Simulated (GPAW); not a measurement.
# Nb2NOS MXene monolayer: work function by functional and basis

Wanted: work functions and dipole of Nb2NOS MXene monolayer, with the cost of each level.

Main program and level: GPAW 26.7.0; GPAW, PAW setups; layer in a repeated cell with vacuum, relaxation of atoms and in-plane cell, in the first sound run; inputs show where later runs differ.

This is a report of a sequence of runs, with most program output left out.

## (1) The structure

The cell holds 5 atoms: 1 S, 2 Nb, 1 N and 1 O. Cell: a = 3.079 Å, b = 3.079 Å, c = 23.409 Å, α = 90.0°, β = 90.0°, γ = 120.0°. Vacuum lies along c.

Coordinates:

```cif
data_structure
_symmetry_space_group_name_H-M 'P 1'
_symmetry_Int_Tables_number 1
_cell_length_a 3.0791
_cell_length_b 3.0791
_cell_length_c 23.4086
_cell_angle_alpha 90.000
_cell_angle_beta 90.000
_cell_angle_gamma 120.000
_cell_volume 192.20
loop_
_atom_site_label
_atom_site_type_symbol
_atom_site_fract_x
_atom_site_fract_y
_atom_site_fract_z
_atom_site_occupancy
S1 S 0.33333 0.66667 0.38447 1
Nb2 Nb 0.66667 0.33333 0.46114 1
N3 N 0.00000 0.00000 0.51304 1
Nb4 Nb 0.33333 0.66667 0.56494 1
O5 O 0.66667 0.33333 0.61552 1
```

## (2) Relaxing the atoms

Forces are removed first; all later runs use this geometry.

Contents of run.py:

```python
import json
import numpy as np
from ase import Atoms
from ase.filters import FrechetCellFilter
from ase.optimize import BFGS
from gpaw import GPAW, PW

slab = Atoms(
    ['S', 'Nb', 'N', 'Nb', 'O'],
    positions=[
        [-0.00000, 1.77771, 9.00000],
        [1.53954, 0.88885, 10.79456],
        [0.00000, 0.00000, 12.00948],
        [-0.00000, 1.77771, 13.22440],
        [1.53954, 0.88885, 14.40857]],
    cell=[[3.07908, 0.0, 0.0], [-1.53954, 2.66656, 0.0], [0.0, 0.0, 23.4086]],
    pbc=[True, True, True])

slab.calc = GPAW(mode=PW(600), xc='PBE', kpts={'size': (12, 12, 1), 'gamma': True},
                 occupations={'name': 'fermi-dirac', 'width': 0.05}, nbands='160%',
                 convergence={'density': 1e-05}, maxiter=200,
                 symmetry={'tolerance': 1e-3}, txt='slab.txt')
result = {}
# The in-plane cell is free; stress needs a cell that repeats along all three vectors
path = []
opt = BFGS(FrechetCellFilter(slab, mask=[1, 1, 0, 0, 0, 1]), maxstep=0.2)
opt.attach(lambda: path.append((slab.get_potential_energy(), slab.positions.tolist(), slab.get_forces().tolist())))
result['relaxed'] = bool(opt.run(fmax=0.02, steps=45))
result['path'] = path
result['cell'] = slab.cell.tolist()
print('in-plane lattice', slab.cell.cellpar().round(4)[[0, 1, 5]])
energy = slab.get_potential_energy()
fermi = slab.calc.get_fermi_level()
v = slab.calc.get_electrostatic_potential().mean((0, 1)) - fermi
n = slab.calc.get_pseudo_density().mean((0, 1))
L = slab.cell[2, 2]
z = np.arange(len(v)) * L / len(v)
low, high = slab.positions[:, 2].min(), slab.positions[:, 2].max()
below, above = np.interp([low - 6.8, high + 6.8], z, v)
slopes = [np.interp(x, z, np.gradient(v, z)) for x in (low - 6.8, high + 6.8)]
eps = np.array([[slab.calc.get_eigenvalues(k, s) for k in range(len(slab.calc.get_ibz_k_points()))]
                for s in range(slab.calc.get_number_of_spins())]) - fermi
top, bottom = eps[eps < 0].max(), eps[eps > 0].min()
dipole = slab.get_dipole_moment()[2]
print(f'energy {energy:.4f} eV, Fermi level {fermi:.4f} eV, dipole {dipole:.5f} e A')
print(f'potential 6.8 A off the faces, from the Fermi level: lower {below:.4f} eV, upper {above:.4f} eV')
print(f'slope of the potential there: lower {slopes[0]:.5f}, upper {slopes[1]:.5f} eV/A')
print(f'nearest levels on the mesh: {top:.4f} and {bottom:.4f} eV')
print('magnetic moment', round(slab.get_magnetic_moment(), 3))
result.update(energy=energy, fermi=fermi, dipole=dipole, below=below, above=above, slopes=slopes, edges=[top, bottom],
              z=z.tolist(), v=v.tolist(), n=n.tolist(), positions=slab.positions.tolist(),
              forces=slab.get_forces(apply_constraint=False).tolist(), moments=slab.get_magnetic_moments().tolist())
json.dump(result, open('result.json', 'w'))
```

Command:

```console
$ OMP_NUM_THREADS=1 OPENBLAS_NUM_THREADS=1 python run.py
```

The job ended after 23 min (1 thread of Arm Neoverse V1, shared host; peak memory 0.57 GiB).

This step gave:

- dipole along the normal: -0.002158 e·Å
- levels nearest the Fermi level on the mesh: -0.04369, 0.1059 eV from the Fermi level

The electrostatic potential energy of an electron (without an applied field's), less the Fermi level, planar mean oscillates, so the rows of the table below give means over windows of 1 Å about each position, cut where the curve ends. Its maxima inside the range that stand out by 2 % of the span (Å: eV): 9.9: -5.48, 11.6: -8.61, 12.4: -10.9, 14.0: -11.4. Its minima: 9.2: -18.9, 10.8: -23.5, 12.1: -14.6, 13.2: -24.1, 14.1: -12.3.

Table of electrostatic potential energy of an electron (without an applied field's), less the Fermi level, planar mean by z; means over each step:

z (Å), electrostatic potential energy of an electron (without an applied field's), less the Fermi level, planar mean (eV) and a bar from the least value:
```
        0        5.4 ##############################
        1        5.4 ##############################
        2        5.4 ##############################
        3        5.4 ##############################
        4        5.4 ##############################
        5        5.4 ##############################
        6        5.4 ##############################
        7        5.3 ##############################
        8        3.5 ############################
        9      -12.1 #########
       10       -9.2 ############
       11      -18.5 #
       12      -11.5 #########
       13      -19.3 
       14      -11.9 #########
       15        2.8 ###########################
       16        5.3 ##############################
       17        5.4 ##############################
       18        5.4 ##############################
       19        5.4 ##############################
       20        5.4 ##############################
       21        5.4 ##############################
       22        5.4 ##############################
       23        5.4 ##############################
```

The pseudo valence density, planar mean oscillates, so the rows of the table below give means over windows of 1 Å about each position, cut where the curve ends. Its maxima inside the range that stand out by 2 % of the span (Å: e/Å³): 9.5: 0.502, 10.8: 1.36, 12.1: 0.755, 13.2: 1.40, 14.2: 0.905. Its minima: 9.9: 0.453, 11.4: 0.613, 12.5: 0.698, 13.9: 0.797.

Pseudo valence density, planar mean against z; means over each step:

```csv
z (Å),"pseudo valence density, planar mean (e/Å³)"
5,9.3e-6
6,2.0e-4
7,0.00461
8,0.0990
9,0.405
10,0.559
11,1.03
12,0.704
13,1.08
14,0.840
15,0.199
16,0.00521
17,1.5e-4
18,5.5e-6
```

The relaxation lowered the energy of the cell by 0.427 eV (energies extrapolated to zero smearing; the optimiser's log prints free energies). The largest force left on a free atom is 0.017 eV/Å.

## (3) Plane waves, PBE

With the geometry fixed, the planar mean of the potential gives the vacuum level on each side.

This step: GPAW, PAW setups; slab in vacuum (GPAW 26.7.0).

The cell differs from the one that the last finished run ended in (c 23.409 → 23.067 Å).

run.py, as its differences from that of step 2:

```diff
@@ -3,4 +3,2 @@
 from ase import Atoms
-from ase.filters import FrechetCellFilter
-from ase.optimize import BFGS
 from gpaw import GPAW, PW
@@ -10,23 +8,16 @@
     positions=[
-        [-0.00000, 1.77771, 9.00000],
-        [1.53954, 0.88885, 10.79456],
-        [0.00000, 0.00000, 12.00948],
-        [-0.00000, 1.77771, 13.22440],
-        [1.53954, 0.88885, 14.40857]],
-    cell=[[3.07908, 0.0, 0.0], [-1.53954, 2.66656, 0.0], [0.0, 0.0, 23.4086]],
-    pbc=[True, True, True])
+        [0.00000, 1.83293, 9.00000],
+        [1.58736, 0.91646, 10.64867],
+        [-0.00000, 0.00000, 11.89708],
+        [0.00000, 1.83293, 13.02630],
+        [1.58736, 0.91646, 14.06735]],
+    cell=[[3.17472, -0.0, 0.0], [-1.58736, 2.74939, 0.0], [0.0, 0.0, 23.0674]],
+    pbc=[True, True, False])
 
-slab.calc = GPAW(mode=PW(600), xc='PBE', kpts={'size': (12, 12, 1), 'gamma': True},
+slab.calc = GPAW(mode=PW(500), xc='PBE', kpts={'size': (12, 12, 1), 'gamma': True},
                  occupations={'name': 'fermi-dirac', 'width': 0.05}, nbands='160%',
                  convergence={'density': 1e-05}, maxiter=200,
+                 poissonsolver={'dipolelayer': 'xy'},
                  symmetry={'tolerance': 1e-3}, txt='slab.txt')
 result = {}
-# The in-plane cell is free; stress needs a cell that repeats along all three vectors
-path = []
-opt = BFGS(FrechetCellFilter(slab, mask=[1, 1, 0, 0, 0, 1]), maxstep=0.2)
-opt.attach(lambda: path.append((slab.get_potential_energy(), slab.positions.tolist(), slab.get_forces().tolist())))
-result['relaxed'] = bool(opt.run(fmax=0.02, steps=45))
-result['path'] = path
-result['cell'] = slab.cell.tolist()
-print('in-plane lattice', slab.cell.cellpar().round(4)[[0, 1, 5]])
 energy = slab.get_potential_energy()
```

Run time: 2.2 min. Hardware: 1 thread; peak memory 0.27 GiB.

Numbers from this step:

| Item | Value |
| --- | --- |
| dipole along the normal | -0.001450 e·Å |
| levels nearest the Fermi level on the mesh | -0.04402, 0.1074 eV from the Fermi level |
| upper work function | 5.401 eV |
| lower work function | 5.377 eV |

The electrostatic potential energy of an electron (without an applied field's), less the Fermi level, planar mean oscillates, so the rows of the table below give means over windows of 0.5 Å about each position, cut where the curve ends. Its maxima inside the range that stand out by 2 % of the span (Å: eV): 9.71: -5.48, 11.44: -8.66, 12.30: -11.0, 13.74: -11.4. Its minima: 9.03: -18.9, 10.67: -23.5, 11.92: -14.7, 13.07: -24.0, 13.94: -12.2.

Table of electrostatic potential energy of an electron (without an applied field's), less the Fermi level, planar mean by z; means over each step:

z (Å), electrostatic potential energy of an electron (without an applied field's), less the Fermi level, planar mean (eV) and a bar from the least value:
```
      0.0        5.4 ##############################
      0.5        5.4 ##############################
      1.0        5.4 ##############################
      1.5        5.4 ##############################
      2.0        5.4 ##############################
      2.5        5.4 ##############################
      3.0        5.4 ##############################
      3.5        5.4 ##############################
      4.0        5.4 ##############################
      4.5        5.4 ##############################
      5.0        5.4 ##############################
      5.5        5.4 ##############################
      6.0        5.4 ##############################
      6.5        5.4 ##############################
      7.0        5.3 ##############################
      7.5        4.9 #############################
      8.0        3.0 ###########################
      8.5       -5.1 ###################
      9.0      -16.8 ######
      9.5       -8.3 ###############
     10.0       -9.4 ##############
     10.5      -21.0 ##
     11.0      -17.1 ######
     11.5       -9.9 ##############
     12.0      -13.1 ##########
     12.5      -14.3 #########
     13.0      -22.7 
     13.5      -15.3 ########
     14.0      -11.0 ############
     14.5       -0.9 #######################
     15.0        4.4 #############################
     15.5        5.2 ##############################
     16.0        5.4 ##############################
     16.5        5.4 ##############################
     17.0        5.4 ##############################
     17.5        5.4 ##############################
     18.0        5.4 ##############################
     18.5        5.4 ##############################
     19.0        5.4 ##############################
     19.5        5.4 ##############################
     20.0        5.4 ##############################
     20.5        5.4 ##############################
     21.0        5.4 ##############################
     21.5        5.4 ##############################
     22.0        5.4 ##############################
     22.5        5.4 ##############################
```

The pseudo valence density, planar mean oscillates, so the rows of the table below give means over windows of 1 Å about each position, cut where the curve ends. Its maxima inside the range that stand out by 2 % of the span (Å: e/Å³): 9.4: 0.499, 10.6: 1.35, 11.9: 0.749, 13.1: 1.39, 14.0: 0.907. Its minima: 9.8: 0.451, 11.3: 0.601, 12.3: 0.703, 13.6: 0.785.

Pseudo valence density, planar mean against z; means over each step:

z (Å), pseudo valence density, planar mean (e/Å³) and a bar:
```
        5       0.00 
        6       0.00 
        7       0.01 
        8       0.15 ####
        9       0.43 ############
       10       0.66 ##################
       11       0.95 ##########################
       12       0.72 ###################
       13       1.11 ##############################
       14       0.77 #####################
       15       0.12 ###
       16       0.00 
       17       0.00
```

The potential is flat to 6.2e-4 eV/Å where it is read, so the vacuum is wide enough.

## (4) Self-consistent run: xc = "RPBE"

The same geometry under RPBE, to see how far the functional moves the levels against the vacuum.

run.py, as its differences from that of step 3:

```diff
@@ -16,3 +16,3 @@
 
-slab.calc = GPAW(mode=PW(500), xc='PBE', kpts={'size': (12, 12, 1), 'gamma': True},
+slab.calc = GPAW(mode=PW(500), xc='RPBE', kpts={'size': (12, 12, 1), 'gamma': True},
                  occupations={'name': 'fermi-dirac', 'width': 0.05}, nbands='160%',
```

Elapsed: 2.4 min, on 1 thread; peak memory 0.28 GiB.

Numbers from this step:

* dipole along the normal: 9.78e-4 e·Å
* levels nearest the Fermi level on the mesh: -0.04372, 0.1077 eV from the Fermi level
* upper work function: 5.255 eV
* lower work function: 5.282 eV

The electrostatic potential energy of an electron (without an applied field's), less the Fermi level, planar mean oscillates, so the rows of the table below give means over windows of 1 Å about each position, cut where the curve ends. Its maxima inside the range that stand out by 2 % of the span (Å: eV): 9.7: -5.56, 11.4: -8.75, 12.3: -11.1, 13.7: -11.5. Its minima: 9.0: -19.0, 10.7: -23.6, 11.9: -14.8, 13.1: -24.1, 13.9: -12.3.

Table of electrostatic potential energy of an electron (without an applied field's), less the Fermi level, planar mean by z; means over each step:

z (Å), electrostatic potential energy of an electron (without an applied field's), less the Fermi level, planar mean (eV) and a bar from the least value:
```
        0        5.3 ##############################
        1        5.3 ##############################
        2        5.3 ##############################
        3        5.3 ##############################
        4        5.3 ##############################
        5        5.3 ##############################
        6        5.3 ##############################
        7        5.1 ##############################
        8        2.1 ##########################
        9      -13.2 ########
       10      -11.0 ###########
       11      -16.7 ####
       12      -12.2 #########
       13      -20.1 
       14       -9.7 ############
       15        3.8 ############################
       16        5.2 ##############################
       17        5.3 ##############################
       18        5.3 ##############################
       19        5.3 ##############################
       20        5.3 ##############################
       21        5.3 ##############################
       22        5.3 ##############################
```

The pseudo valence density, planar mean by z:

```csv
z (Å),"pseudo valence density, planar mean (e/Å³)"
5.5,5.1e-5
6.0,2.3e-4
6.5,0.00106
7.0,0.00509
7.5,0.0243
8.0,0.120
8.5,0.357
9.0,0.403
9.5,0.487
10.0,0.508
10.5,1.23
11.0,0.934
11.5,0.640
12.0,0.747
12.5,0.746
13.0,1.36
13.5,0.854
14.0,0.897
14.5,0.421
15.0,0.0654
15.5,0.0106
16.0,0.00181
16.5,3.3e-4
17.0,6.2e-5
```

Force by atom:

```csv
atom,x (eV/Å),y (eV/Å),z (eV/Å),size
S1,0.000,0.000,-0.190,0.190
Nb2,0.000,0.000,-0.074,0.074
N3,0.000,0.000,-0.008,0.008
Nb4,0.000,0.000,-0.025,0.025
O5,0.000,0.000,0.289,0.289
```

The upper face's work function is 5.255 eV, against 5.401 eV in the first plane-wave PBE run at this geometry.

## (5) Self-consistent run: xc = "LDA"

The same geometry under LDA, to see how far the functional moves the levels against the vacuum.

run.py, as its differences from that of step 4:

```diff
@@ -16,3 +16,3 @@
 
-slab.calc = GPAW(mode=PW(500), xc='RPBE', kpts={'size': (12, 12, 1), 'gamma': True},
+slab.calc = GPAW(mode=PW(500), xc='LDA', kpts={'size': (12, 12, 1), 'gamma': True},
                  occupations={'name': 'fermi-dirac', 'width': 0.05}, nbands='160%',
```

Wall time 2.2 min (1 thread); peak memory 0.27 GiB.

This step gave:

```yaml
dipole_along_the_normal: -0.007659 e·Å
levels_nearest_the_fermi_level_on_the_mesh: -0.04512, 0.1095 eV from the Fermi level
upper_work_function: 5.775 eV
lower_work_function: 5.622 eV
```

The upper face's work function is 5.775 eV, against 5.401 eV in the first plane-wave PBE run at this geometry.

## (6) Self-consistent run: xc = "vdW-DF2"

The same geometry under vdW-DF2, to see how far the functional moves the levels against the vacuum (the van der Waals functionals take revPBE setups).

run.py, as its differences from that of step 5:

```diff
@@ -16,3 +16,3 @@
 
-slab.calc = GPAW(mode=PW(500), xc='LDA', kpts={'size': (12, 12, 1), 'gamma': True},
+slab.calc = GPAW(mode=PW(500), xc='vdW-DF2', kpts={'size': (12, 12, 1), 'gamma': True},
                  occupations={'name': 'fermi-dirac', 'width': 0.05}, nbands='160%',
```

The job ended after 2.9 min (1 thread; peak memory 0.47 GiB).

Numbers from this step:

```yaml
dipole_along_the_normal: -0.006192 e·Å
levels_nearest_the_fermi_level_on_the_mesh: -0.04400, 0.1122 eV from the Fermi level
upper_work_function: 5.910 eV
lower_work_function: 5.788 eV
```

The upper face's work function is 5.910 eV, against 5.401 eV in the first plane-wave PBE run at this geometry.

## (7) OptPBE vdW: xc = "optPBE-vdW"

The same geometry under optPBE-vdW, to see how far the functional moves the levels against the vacuum (the van der Waals functionals take revPBE setups).

run.py, as its differences from that of step 6:

```diff
@@ -16,3 +16,3 @@
 
-slab.calc = GPAW(mode=PW(500), xc='vdW-DF2', kpts={'size': (12, 12, 1), 'gamma': True},
+slab.calc = GPAW(mode=PW(500), xc='optPBE-vdW', kpts={'size': (12, 12, 1), 'gamma': True},
                  occupations={'name': 'fermi-dirac', 'width': 0.05}, nbands='160%',
```

Wall time 2.7 min (1 thread); peak memory 0.47 GiB.

Numbers from this step:

- dipole along the normal: -0.002825 e·Å
- levels nearest the Fermi level on the mesh: -0.04404, 0.1108 eV from the Fermi level
- upper work function: 5.671 eV
- lower work function: 5.619 eV

The electrostatic potential energy of an electron (without an applied field's), less the Fermi level, planar mean oscillates, so the rows of the table below give means over windows of 1 Å about each position, cut where the curve ends. Its maxima inside the range that stand out by 2 % of the span (Å: eV): 9.7: -5.46, 11.4: -8.65, 12.3: -10.9, 13.7: -11.3. Its minima: 9.0: -18.8, 10.7: -23.5, 11.9: -14.6, 13.0: -24.0, 13.9: -12.1.

Electrostatic potential energy of an electron (without an applied field's), less the Fermi level, planar mean against z; means over each step:

z (Å), electrostatic potential energy of an electron (without an applied field's), less the Fermi level, planar mean (eV) and a bar from the least value:
```
        0        5.6 ##############################
        1        5.6 ##############################
        2        5.6 ##############################
        3        5.6 ##############################
        4        5.6 ##############################
        5        5.6 ##############################
        6        5.6 ##############################
        7        5.5 ##############################
        8        2.4 ##########################
        9      -13.1 ########
       10      -10.9 ###########
       11      -16.6 ####
       12      -12.1 #########
       13      -20.0 
       14       -9.5 ############
       15        4.1 ############################
       16        5.6 ##############################
       17        5.7 ##############################
       18        5.7 ##############################
       19        5.7 ##############################
       20        5.7 ##############################
       21        5.7 ##############################
       22        5.7 ##############################
```

The upper face's work function is 5.671 eV, against 5.401 eV in the first plane-wave PBE run at this geometry.

(Continued in part 2 of 2.)

[Logs are printed without paths, hosts, clocks, repeated set-up lines and the standing remarks that a program may print on its own settings, such as how far it seeks lower states.]

[Hosts, paths, dates, database ids (printed as entryN), source tags and the programs' standing remarks are cut or masked in the printed files.]
